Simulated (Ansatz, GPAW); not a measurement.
# A 5-layer slab of Nb(111): simulated STM images, part 3 of 3

Aim: Tersoff-Hamann images of a 5-layer slab of Nb(111) at several biases.

GPAW 26.7.0 and Ansatz 0.2.0; GPAW, PAW setups; slab in vacuum (the session's first sound run).

So far, dipole along the normal (e·Å): step 2 (relaxing the atoms) -0.0178; step 3 (bands at fixed density, height 4 Å, STM [-0.5, 0.5] V) -0.0176.

### 4. A second plane-wave code (continued)

Level of this step: Ansatz plane waves; slab in vacuum with a dipole correction (Ansatz).

Density over a1 and a2. Constant height 4 Å over the top atom, window e_range_0_0.5.

Values in units of 1e-5 e/Å³, 12 rows by 16 columns, each cell a mean:
```
3.9 3.9 3.8 3.8 3.7 3.6 3.6 3.6 3.5 3.6 3.6 3.6 3.7 3.7 3.8 3.8
3.8 3.8 3.8 3.8 3.7 3.7 3.7 3.7 3.7 3.7 3.7 3.7 3.7 3.7 3.7 3.8
3.7 3.7 3.7 3.7 3.7 3.7 3.7 3.7 3.7 3.7 3.7 3.7 3.7 3.7 3.7 3.7
3.6 3.5 3.5 3.5 3.5 3.6 3.6 3.7 3.7 3.7 3.8 3.7 3.7 3.7 3.6 3.6
3.5 3.4 3.4 3.4 3.4 3.4 3.5 3.6 3.6 3.7 3.7 3.7 3.7 3.7 3.6 3.5
3.4 3.3 3.3 3.2 3.2 3.3 3.3 3.4 3.5 3.6 3.7 3.7 3.7 3.7 3.6 3.5
3.4 3.3 3.2 3.2 3.2 3.2 3.2 3.3 3.4 3.5 3.6 3.7 3.7 3.7 3.6 3.5
3.5 3.4 3.3 3.2 3.1 3.1 3.1 3.2 3.3 3.4 3.5 3.6 3.7 3.7 3.7 3.6
3.6 3.5 3.3 3.2 3.2 3.1 3.1 3.2 3.2 3.3 3.5 3.6 3.7 3.7 3.7 3.7
3.7 3.6 3.5 3.4 3.3 3.2 3.2 3.2 3.2 3.3 3.4 3.5 3.7 3.7 3.8 3.8
3.8 3.7 3.6 3.5 3.4 3.3 3.3 3.3 3.3 3.4 3.4 3.5 3.7 3.8 3.8 3.8
3.9 3.8 3.8 3.7 3.6 3.5 3.4 3.4 3.4 3.4 3.5 3.6 3.7 3.8 3.8 3.9
```
Columns: a1 from 0 to 0.969; rows upwards: a2 from 0 to 0.969.

Tip height over the top atom over a1 and a2. Constant current at the density 3.555e-05 e/Å^3, window e_range_0_0.5.

Ten even steps from '_' (3.93 Å) to '@' (4.04 Å), each cell a mean:
```
@@@@@@@@@@@@%%%%######********++++++++********######%%%%@@@@@@@@
@@@@@@@@@@@@%%%%%%%%########****************########%%%%%%@@@@@@
@@@@@@@@@@@@%%%%%%%%%%##############################%%%%%%%%%%@@
%%%%%%%%%%%%%%%%%%%%%%%%%%########################%%%%%%%%%%%%%%
##########################%%%%%%%%%%%%%%%%%%%%%%%%%%%%##########
##**************##############%%%%%%%%%%%%%%%%%%%%%%%%##########
******++++++++++++********######%%%%%%%%%%%%%%%%%%%%%%######****
++++++============++++++******######%%%%%%%%%%%%%%%%%%######****
++======------------====++++++****####%%%%%%%%%%%%%%%%####****++
++==------::::::::::------====++****######%%%%%%%%%%%%####****++
++==----::::........::::::----==++++**######%%%%%%%%%%####****++
++==--::::......____......::::--====++****######%%%%%%####****++
++==----::....____________....::--====++****######%%%%######**++
++====--::....______________....::--====++****######%%%%######**
**++==----::....______________....::--==++++**######%%%%%%####**
****++==----::....____________....::::--==++****####%%%%%%%%####
##****++==----::....__________....::::--==++++**####%%%%%%%%%%%%
%%####**++====--::::..............::::--==++++**####%%%%%%%%%%%%
%%%%%%##****++==----::::::....::::::----==++++**####%%%%@@@@@@@@
@@@@%%%%####**++++==------::::::------====++++**####%%%%@@@@@@@@
@@@@@@@@%%%%##****++++======------======++++****####%%%%@@@@@@@@
@@@@@@@@@@%%%%####****++++++==========++++++****####%%%%@@@@@@@@
```
Columns: a1 from 0 to 0.969; rows upwards: a2 from 0 to 0.969.

Force by atom:

```tsv
atom	x (eV/Å)	y (eV/Å)	z (eV/Å)	size
Nb1	0.000	0.000	0.895	0.895
Nb2	0.000	0.000	-0.983	0.983
Nb3	0.000	0.000	-0.046	0.046
Nb4	0.000	0.000	0.051	0.051
Nb5	0.000	0.000	0.084	0.084
```

The upper face's work function is 3.724 eV, against 3.719 eV in the first plane-wave PBE run at this geometry.

### 5. Side by side

Results and costs are gathered.

This step: comparison of work functions, dipole and cost (GPAW 26.7.0).

Ladder, by row:

```tsv
step	code	work function, upper (eV)	work function, lower (eV)	dipole (e Å)	wall time (s)	peak memory (GiB)	threads
pw	GPAW	3.719	3.55	-0.01758	192.1	0.51	1
ansatz	Ansatz	3.724	3.554	-0.01774	5.1	0.663	4
```

### 6. What came out

```yaml
work_function_upper_and_lower_face: 3.719 and 3.550 eV
dipole_along_the_normal: -0.0176 e Å
corrugation_at_minus_0p5_v: 0.221 Å
corrugation_at_0p5_v: 0.127 Å
```

What this shows: The corrugation at constant current is largest at -0.5 V, where the tip height varies by 0.22 Å over the cell. Negative sample bias images filled states, positive bias empty ones. The two faces differ by 0.17 eV, the step that the slab's dipole makes (e p/(ε0 A) gives 0.17 eV), so the dipole layer is needed. The lowest atoms were held at bulk positions, which alone makes the faces unlike. The measured value for this face is 4.08 eV (as compiled in "Anisotropic work function of elemental crystals", 2019, arxiv:1902.07811); the relaxed upper face lies 0.36 eV under it with PBE. Measured work functions scatter by a tenth of an eV or more between methods. The two plane-wave codes differ by 0.0056 eV on the upper face. The images are of Tersoff-Hamann type: an s-wave tip, no tip-sample forces, heights closer than in a microscope. Ansatz gives corrugations of 0.22 Å at -0.5 V (GPAW 0.22) and 0.12 Å at 0.5 V (GPAW 0.13). GPAW's time includes a further run over the whole zone for the images, so the two times are not like for like. The slab is only 3.4 Å thick between its outer nuclei, so the values belong to this film more than to the surface of the bulk metal. The in-plane lattice was kept as typed, which isn't the functional's own and leaves some strain; spin-orbit coupling and temperature are left out.

[Logs are printed without paths, hosts, clocks, repeated set-up lines and the standing remarks that a program may print on its own settings, such as how far it seeks lower states.]

[Hosts, paths, dates, database ids (printed as entryN), source tags and the programs' standing remarks are cut or masked in the printed files.]
